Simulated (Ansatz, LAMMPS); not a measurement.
# Relaxing amorphous HfO2 at 7.31 g/cm^3 (78 atoms)

How does amorphous HfO2 at 7.31 g/cm^3 (78 atoms) relax, and what do bonds, charges and levels look like afterwards?

Method: Kohn-Sham DFT, PBE, PAW (set soft_2), plane waves, in Ansatz 0.2.0.

Most raw output is cut from this account.

## 1. Starting point

The cell holds 78 atoms: 26 Hf and 52 O. Cell: a = 10.752 Å, b = 10.752 Å, c = 10.752 Å, α = 90.0°, β = 90.0°, γ = 90.0°. 78 atoms (26 Zr, 52 O) placed at random at 4.28 g/cm³, melted at 5000 K for 10 ps at fixed volume with the Morse and Coulomb pair potential with partial charges (Pedone, Malavasi, Menziani, Cormack and Segre, J. Phys. Chem. B 110, 11780 (2006)). Quenched from 5000 K to 300 K at 50 K/ps and fixed volume, held 5 ps, then minimised at fixed cell. Then Zr was replaced by Hf (the potential has no terms for the new elements, so the cell is a start for a DFT relaxation). The density is one point of a scan and needn't be that of the real material.

Limits known from the start: The quench rate of 50 K/ps is orders of magnitude faster than experiment, which tends to freeze in extra defects. The starting topology of bonds comes from the classical model. Only the Γ point is sampled in the main run, in a cell whose shortest periodic width is 11 Å. The levels lack spin–orbit coupling, which is large for the heavy elements here.

## 2. Making the structure

A classical potential supplies the starting structure, since it reaches far longer times than DFT.

This step: classical MD, Morse and Coulomb pair potential with partial charges (Pedone, Malavasi, Menziani, Cormack and Segre, J. Phys. Chem. B 110, 11780 (2006)) (LAMMPS 22 Jul 2025 - Update 4).

Contents of in.lmp:

```
# melt-quench of Zr26O52
units metal
atom_style charge
boundary p p p
region box block 0 10.7525 0 10.7525 0 10.7525
create_box 2 box
mass 1 91.2240   # Zr
mass 2 15.9990   # O
create_atoms 1 random 26 33978 NULL overlap 1.5 maxtry 2000
create_atoms 2 random 52 33985 NULL overlap 1.5 maxtry 2000
pair_style hybrid/overlay pedone 5.5 coul/long 8.0
pair_coeff * * coul/long
pair_coeff 1 2 pedone 0.206237 2.479675 2.436997 1   # Zr-O
pair_coeff 2 2 pedone 0.042395 1.379316 3.618701 22   # O-O
set type 1 charge 2.4
set type 2 charge -1.2
kspace_style pppm 1.0e-4
neigh_modify delay 0 every 1 check yes
thermo_style custom step time temp pe press density
thermo_modify norm yes
timestep 0.002
thermo 100
min_style cg
minimize 1e-4 1e-4 200 2000
reset_timestep 0
velocity all create 5000 33979 mom yes dist gaussian
fix lim all nve/limit 0.05
fix lan all langevin 5000 5000 0.2 33980 zero yes
thermo 500
run 1000 post no
unfix lim
unfix lan
thermo 833
fix md all nvt temp 5000 5000 0.2
run 5000 post no
unfix md
thermo 4700
fix md all nvt temp 5000 300 0.2
run 47000 post no
unfix md
thermo 1250
fix md all nvt temp 300 300 0.2
run 2500 post no
unfix md
thermo 100
min_style cg
minimize 0 1e-3 2000 20000
write_dump all custom glass.dump id type xs ys zs modify sort id
```

Command:

```
$ lmp -in in.lmp -log none -nocite
```

Elapsed: 82 s, on 1 thread of Intel Xeon at 2.80GHz (Skylake/Cascade Lake), shared host; peak memory 0.63 GiB.

## 3. Single point at the start

A single point comes first, to see the forces before anything moves.

Contents of input.yaml:

```yaml
crystal:
  lattice:
    - [10.7525, 0.0, 0.0]
    - [0.0, 10.7525, 0.0]
    - [0.0, 0.0, 10.7525]
  atoms:
    - { symbol: Hf, position: [0.47863, 0.60698, 0.95819] }
    - { symbol: Hf, position: [0.73497, 0.15389, 0.07625] }
    - { symbol: Hf, position: [0.8282, 0.74018, 0.47384] }
    - { symbol: Hf, position: [0.28486, 0.83886, 0.77232] }
    - { symbol: Hf, position: [0.09319, 0.62842, 0.27932] }
    - { symbol: Hf, position: [0.28949, 0.80673, 0.12112] }
    - { symbol: Hf, position: [0.9625, 0.2812, 0.30367] }
    - { symbol: Hf, position: [0.12374, 0.60783, 0.63729] }
[... 66 atom lines left out ...]
    - { symbol: O, position: [0.61792, 0.73465, 0.93089] }
    - { symbol: O, position: [0.41898, 0.97741, 0.50688] }
    - { symbol: O, position: [0.75157, 0.93094, 0.2193] }
    - { symbol: O, position: [0.5856, 0.22345, 0.7312] }
kpoints:
  mp_grid: { grid: [1, 1, 1] }
hamiltonian:
  xc: pbe
scf:
  occupations: { method: fermi_dirac, width: 0.025 }
output:
  forces: true
```

Command:

```
$ ansatz run input.yaml --threads 4 --pin off --max-ram 8192MiB --backend cpu --events-out ev --progress --plain --runs-dir out
```

The job ended after 49 s (4 threads of Arm Neoverse N1, shared host; peak memory 1.9 GiB).

Read from the output:

```yaml
free_energy: -438383.8903 eV
free_energy_per_atom: -5620.3063 eV/atom
scf_cycles: 12
r_m_s_force_component: 0.5418 eV/Å
longest_force: 2.073 eV/Å
fermi_energy: 10.39 eV
```

The r.m.s. force component of 0.54 eV/Å sets the starting point.

Neighbours are counted within 2.82 Å (O-Hf).

Length of the force by element and coordination:

```csv
element,coordination,atoms,mean length of the force (eV/Å),spread,least,most
Hf,all,26,1.25,0.552,0.336,2.07
Hf,4,1,0.596,0,0.596,0.596
Hf,5,6,1.50,0.358,1.08,1.98
Hf,6,19,1.20,0.576,0.336,2.07
O,all,52,0.561,0.280,0.200,1.35
O,2,10,0.824,0.222,0.504,1.27
O,3,40,0.495,0.256,0.200,1.35
O,4,2,0.559,0.211,0.348,0.770
```

## 4. Relaxation

The atoms are relaxed in the fixed cell, aiming at the force tolerance of the input.

Edit input.yaml of step 3 so:

```diff
@@ -15 +15,4 @@
   forces: true
+relax:
+  f_tol: 0.04
+  max_steps: 250
```

Run time: 7.9 min. Hardware: 4 threads; peak memory 2 GiB.

Relaxation path:

```csv
step,energy less that of the first step (eV),largest force component (eV/Å)
1,0.0000,1.9820
2,-1.4624,1.0692
3,-2.0162,0.5238
4,-2.6818,0.3906
5,-2.8986,0.1694
6,-3.0060,0.1245
7,-3.0481,0.0752
8,-3.0617,0.2002
9,-3.1053,0.0993
10,-3.0812,0.3965
11,-3.1190,0.0779
12,-3.1220,0.0836
13,-3.1237,0.0164
14,-3.1237,0.0164
```

Relaxation step 10 was tried and not accepted.

The atoms that moved most (Å):

```csv
atom,dx,dy,dz,length
O73,0.122,0.698,-0.727,1.015
O52,0.574,0.120,-0.478,0.757
O33,0.439,-0.338,-0.270,0.616
Hf4,-0.378,-0.001,0.317,0.494
Hf18,-0.264,-0.383,0.054,0.468
O76,-0.192,-0.166,0.301,0.394
O35,0.150,-0.202,0.279,0.376
Hf3,0.194,0.290,-0.071,0.356
```

The relaxation changed the energy by -40.0 meV/atom, and atoms moved by 0.26 Å r.m.s., 1.0 Å at most.

## 5. Local order after relaxation

Bonds before and after, by the cutoffs listed below:

```csv
pair,bonds before,bonds after,mean before (Å),mean after (Å),spread before (Å),spread after (Å)
O-Hf,150,146,2.151,2.127,0.121,0.137
```

Density 7.31 g/cm³, 15.94 Å³ an atom.

g(r), total and by pair (bins of 0.1 Å):

```csv
r (Å),total,O-O,O-Hf,Hf-Hf
1.85,0.00,0.00,0.00,0.00
1.95,1.78,0.00,4.01,0.00
2.05,3.92,0.00,8.81,0.00
2.15,3.17,0.00,7.13,0.00
2.25,1.10,0.00,2.48,0.00
2.35,0.41,0.00,0.93,0.00
2.45,0.06,0.00,0.12,0.00
2.55,0.25,0.45,0.12,0.00
2.65,0.83,1.65,0.21,0.00
2.75,0.65,1.45,0.00,0.00
2.85,1.67,3.67,0.09,0.00
2.95,1.46,3.28,0.00,0.00
3.05,1.22,2.60,0.08,0.31
3.15,1.11,2.21,0.15,0.59
3.25,0.98,1.52,0.21,1.91
3.35,0.99,0.98,0.58,2.62
3.45,0.63,0.99,0.24,0.74
3.55,0.67,0.52,0.64,1.39
3.65,1.16,0.87,0.82,3.71
3.75,1.18,0.68,1.20,3.11
3.85,1.23,0.49,1.23,4.16
3.95,1.04,0.66,1.08,2.44
4.05,0.87,0.54,1.12,1.24
4.15,1.09,0.97,1.14,1.35
4.25,0.84,0.89,1.01,0.00
4.35,0.95,0.81,1.28,0.16
4.45,0.81,0.59,1.14,0.30
4.55,0.79,0.53,1.16,0.29
4.65,1.04,0.78,1.49,0.27
4.75,0.91,0.42,1.49,0.52
4.85,0.83,0.62,1.21,0.13
4.95,1.09,0.77,1.52,0.60
5.05,1.06,1.00,1.23,0.57
5.15,0.93,1.05,0.85,0.77
5.25,0.99,0.98,1.20,0.21
5.35,1.08,1.30,1.00,0.51
```

Bonds by pair of elements; cutoffs follow the first minimum of g(r), held within bounds set by covalent radii, and pairs that aren't listed don't count as bonded:

```csv
pair A-B,cutoff (Å),bonds,mean length (Å),spread (Å),shortest (Å),B about A,A about B
O-Hf,2.93,146,2.13,0.137,1.91,2.81,5.62
```

How many atoms have how many bonded neighbours:

```csv
element,mean,2,3,4,5,6,7
Hf,5.62,0,0,1,9,15,1
O,2.81,13,36,3,0,0,0
```

Bond angles (no mean is given where the spread exceeds 20°):

```csv
angle,count,mean (°),spread (°)
O-Hf-O,342,-,-
Hf-O-Hf,139,119,18.1
```

Bond length by coordination (bonds to H left out):

```csv
element,coordination,atoms,mean bond length (Å)
Hf,4,1,1.97
Hf,5,9,2.09
Hf,6,15,2.14
Hf,7,1,2.25
O,2,13,1.98
O,3,36,2.14
O,4,3,2.31
```

First main peaks of g(r), for some of the pairs, lie near 2.1 Å (O-Hf). By these cutoffs 58 % of Hf atoms have 6 and 69 % of O atoms have 3 bonded neighbours. Bonds at O atoms with 2 neighbours average 1.98 Å, against 2.31 Å at those with 4.

## 6. Single point at the relaxed geometry

The electronic structure is read at the final geometry, in a run of its own.

Contents of input.yaml:

```yaml
crystal:
  lattice:
    - [10.7525, 0.0, 0.0]
    - [0.0, 10.7525, 0.0]
    - [0.0, 0.0, 10.7525]
  atoms:
    - { symbol: Hf, position: [0.4838, 0.60378, 0.96021] }
    - { symbol: Hf, position: [0.73301, 0.15214, 0.0802] }
    - { symbol: Hf, position: [0.84623, 0.76711, 0.46725] }
    - { symbol: Hf, position: [0.24966, 0.83877, 0.80184] }
    - { symbol: Hf, position: [0.10041, 0.64287, 0.27876] }
    - { symbol: Hf, position: [0.31236, 0.8068, 0.13456] }
    - { symbol: Hf, position: [0.96414, 0.25597, 0.30703] }
    - { symbol: Hf, position: [0.1006, 0.61568, 0.63977] }
[... 66 atom lines left out ...]
    - { symbol: O, position: [0.61603, 0.73536, 0.92647] }
    - { symbol: O, position: [0.40109, 0.96201, 0.53485] }
    - { symbol: O, position: [0.75031, 0.93043, 0.21902] }
    - { symbol: O, position: [0.57528, 0.21325, 0.73116] }
kpoints:
  mp_grid: { grid: [1, 1, 1] }
hamiltonian:
  xc: pbe
scf:
  occupations: { method: fermi_dirac, width: 0.025 }
output:
  forces: true
  stress: true
  populations: true
  dos:
    method: { smearing: { sigma: 0.08 } }
    de: 0.05
    projected: { site_lists: { Hf: [Hf], O: [O] } }
  eigenvalues: true
  write_density: true
  write_potential: true
  volumetric_format: npy
```

Wall time 73 s (4 threads); peak memory 2 GiB; 4.7 min of CPU time.

The program notes that the exchange-correlation potential is rough where the density is thin.

Read from the output:

```
free energy                                      : -438387.0139 eV
free energy per atom                             : -5620.3463 eV/atom
SCF cycles                                       : 11
pressure                                         : -4.77 GPa
r.m.s. force component                           : 0.00548 eV/Å
longest force                                    : 0.01806 eV/Å
Fermi energy                                     : 10.45 eV
gap (highest filled to lowest empty level) : 3.955 eV
spilling of the projection                       : 0.002771
```

Löwdin charges by element and coordination (they lack the spilled electrons, 0.035 e an atom on average):

```csv
element,coordination,atoms,mean charge (e),spread,least,most
Hf,all,26,1.47,0.0272,1.42,1.52
Hf,4,1,1.49,0,1.49,1.49
Hf,5,9,1.49,0.024,1.44,1.52
Hf,6,15,1.46,0.0254,1.42,1.51
Hf,7,1,1.47,0,1.47,1.47
O,all,52,-0.684,0.0319,-0.748,-0.598
O,2,13,-0.650,0.0232,-0.687,-0.598
O,3,36,-0.692,0.0236,-0.748,-0.643
O,4,3,-0.736,0.0062,-0.743,-0.728
```

States in the cell by windows of 1 eV, zero at the Fermi level; the larger projections on atomic orbitals stand beside the total:

```csv
from (eV),to (eV),total,O p,Hf d,Hf f
-14,-13,0.0,0.0,0.0,0.0
-13,-12,347.8,1.0,0.2,346.0
-12,-11,16.2,0.1,0.0,16.1
-11,-7,0.0,0.0,0.0,0.0
-7,-6,23.9,16.6,5.1,0.1
-6,-5,73.6,52.8,17.0,0.2
-5,-4,69.0,54.0,11.9,0.2
-4,-3,77.6,67.5,7.3,0.3
-3,-2,64.5,59.7,3.3,0.2
-2,-1,3.3,3.1,0.1,0.0
-1,1,0.0,0.0,0.0,0.0
1,2,1.1,0.0,0.4,0.0
2,3,37.7,3.5,30.5,0.0
3,4,64.9,8.0,49.8,0.0
4,5,57.6,9.4,38.5,0.0
```

Between -26 and -14 eV lie 104 more states.

About 208 of the 988 electrons lie in deeper levels, below the stored range.

The levels nearest the highest filled one (over half full), pooled over k-points and spins:

```csv
level less the highest filled one (eV),occupation
-0.265,2
-0.215,2
-0.118,2
-0.0895,2
-0.0235,2
0,2
3.95,0
4.17,0
4.23,0
4.30,0
4.34,0
4.39,0
```

Electrostatic potential energy in the bc plane at fractional x = 0.100, with atoms of Hf and O within 0.2 Å of it. With pseudopotentials it is smooth inside the atoms' cores, unlike the true potential.

Values in eV, 13 rows by 16 columns, each cell a mean:
```
 -5 -25 -20   5  12  12  -2 -28   0   4  -4   4  11  14  15  10
  5   7   8  -4   6  14  13  11  14  12  -1 -10  10  13  12  -7
 14  15  13   3   7  12  13  14  13  12  -8 -22   7  12  13  12
 15  13   8  -7 -14   1   6   4   6 -10  -9   5  12  13  13  14
 14  12   2 -27 -29 -15   7   8  -5 -29 -29  -5  12  14  14  14
 14  13   8  -8 -14   1  11  12   4 -14 -14   5  13  15  15  15
 15  14  13  11  -9 -11  12  13   3 -15   7  13  14  15  15  15
 15  15  14  13 -11 -15  11  13   3 -15   5  11  13  15  15  15
 15  15  14  11  10  11  13  13   8 -11 -22  -8  10  14  14  14
 14  15  14  12  11  12  14  13   6 -22 -28 -19   7  13  13  13
  9  14  14 -10 -16  11  13  13  11   2  -6   3  11  13   8  -6
 -1   0   3  -5  -8   9   8  11  13  11   4  -6  12  14   5 -21
 -9 -28 -25   2  11   9   5  -5   9   5  -3   3  12  14  15  11
```
Columns run along b (10.8 Å; values clipped at the 3rd and 97th percentile), rows up along c (10.8 Å). Atoms in or near the plane, at fractional coordinates: Hf at (0.64, 0.28), Hf at (0.62, 0.64), Hf at (0.26, 0.64), Hf at (0.10, 0.00), O at (0.25, 0.15), O at (0.31, 0.45), O at (0.69, 0.82), O at (0.46, 0.97).

Valence density in the bc plane at fractional x = 0.100, with atoms of Hf and O within 0.2 Å of it. It is the smooth field of the valence electrons, not physical close to the nuclei.

Ten steps, logarithmic in the rise over the least value, from '0' (0 e/Å³) to '9' (29 e/Å³), each cell a mean:
```
258974100002466421232100000001
234542111001355311112110000123
321112332100122100123321001244
310013443100000000146642001234
100002332100000000146642000111
000001121101121000123321000000
000001344312332113442110000000
000002688632333237885200000000
000003799731121158996200000000
000002577520000136875200000000
000000133210000013431000000000
000000023331000133320000000000
000000135653101256531000000000
000000135653100245531000000000
000000013431000123321000000000
000000001110000012565210000000
000000000000000015898520000000
000000011000001125898520000000
100001233100001113576310000111
310002565310000001122210001244
421012565310000000123321001466
322222343211000000124431001355
246763111111122100123321000122
269985100001355311232210000001
```
Columns run along b (10.8 Å), rows up along c (10.8 Å). Atoms in or near the plane, at fractional coordinates: Hf at (0.64, 0.28), Hf at (0.62, 0.64), Hf at (0.26, 0.64), Hf at (0.10, 0.00), O at (0.25, 0.15), O at (0.31, 0.45), O at (0.69, 0.82), O at (0.46, 0.97).

Mean Löwdin charges: Hf +1.47, O -0.68 e. The largest share in the top eV of filled states is O p (94 % of the projected weight), and in the lowest eV of empty states Hf d (82 % of the projected weight).

The surroundings of O51, picked at random, nearest first, numbered as they follow in the input and with coordinates relative to it.

```csv
atom,x,y,z,distance (Å),bonds,Löwdin charge (e)
O51,0.00,0.00,0.00,0.00,3,-0.69
Hf18,-0.37,0.32,-1.99,2.05,5,1.44
Hf21,1.24,-1.55,0.75,2.12,6,1.45
Hf1,-0.28,1.19,1.81,2.18,6,1.51
O57,1.26,-0.14,2.30,2.63,3,-0.66
O44,-1.63,-0.25,2.36,2.87,2,-0.68
O33,-0.42,2.29,-1.85,2.97,2,-0.65
O53,-2.29,-0.25,-2.07,3.10,3,-0.70
O40,0.96,-1.07,-2.75,3.10,3,-0.70
O30,2.83,-1.21,-0.59,3.13,3,-0.66
O78,0.70,-3.01,-0.65,3.16,3,-0.75
O75,1.14,2.60,1.45,3.19,2,-0.66
O62,0.55,-2.87,2.22,3.67,3,-0.66
O38,-1.79,2.81,1.54,3.67,3,-0.68
```

The column of bonds counts only the pairs O-Hf within 2.93 Å; other neighbours, such as metal atoms beside each other in a compound, aren't counted, and periodic images can show an atom twice.

## 7. K-mesh 2×2×2

A denser mesh tests the sampling of the Brillouin zone.

Edit input.yaml of step 6 so:

```diff
@@ -8,3 +8,3 @@
 kpoints:
-  mp_grid: { grid: [1, 1, 1] }
+  mp_grid: { grid: [2, 2, 2] }
 hamiltonian:
@@ -22,4 +22 @@
   eigenvalues: true
-  write_density: true
-  write_potential: true
-  volumetric_format: npy
```

Elapsed: 13 min, on 4 threads; peak memory 5.8 GiB.

The program notes that it cut back its work space to fit the memory limit.

Geometry and reference: those of the single point at the relaxed geometry.

Forces differ from those of the single point at the relaxed geometry by 13 meV/Å r.m.s.; the energy by -1.6 meV/atom and the gap by -0.031 eV. It took 13 min and 11 cycles; the reference's time can't be set against it, since the two runs asked for unlike analyses.

(Part 1 of 2 ends here.)

[Logs are printed without paths, hosts, clocks, repeated set-up lines and the standing remarks that a program may print on its own settings, such as how far it seeks lower states.]

[Hosts, paths, dates, database ids (printed as entryN), source tags and the programs' standing remarks are cut or masked in the printed files.]
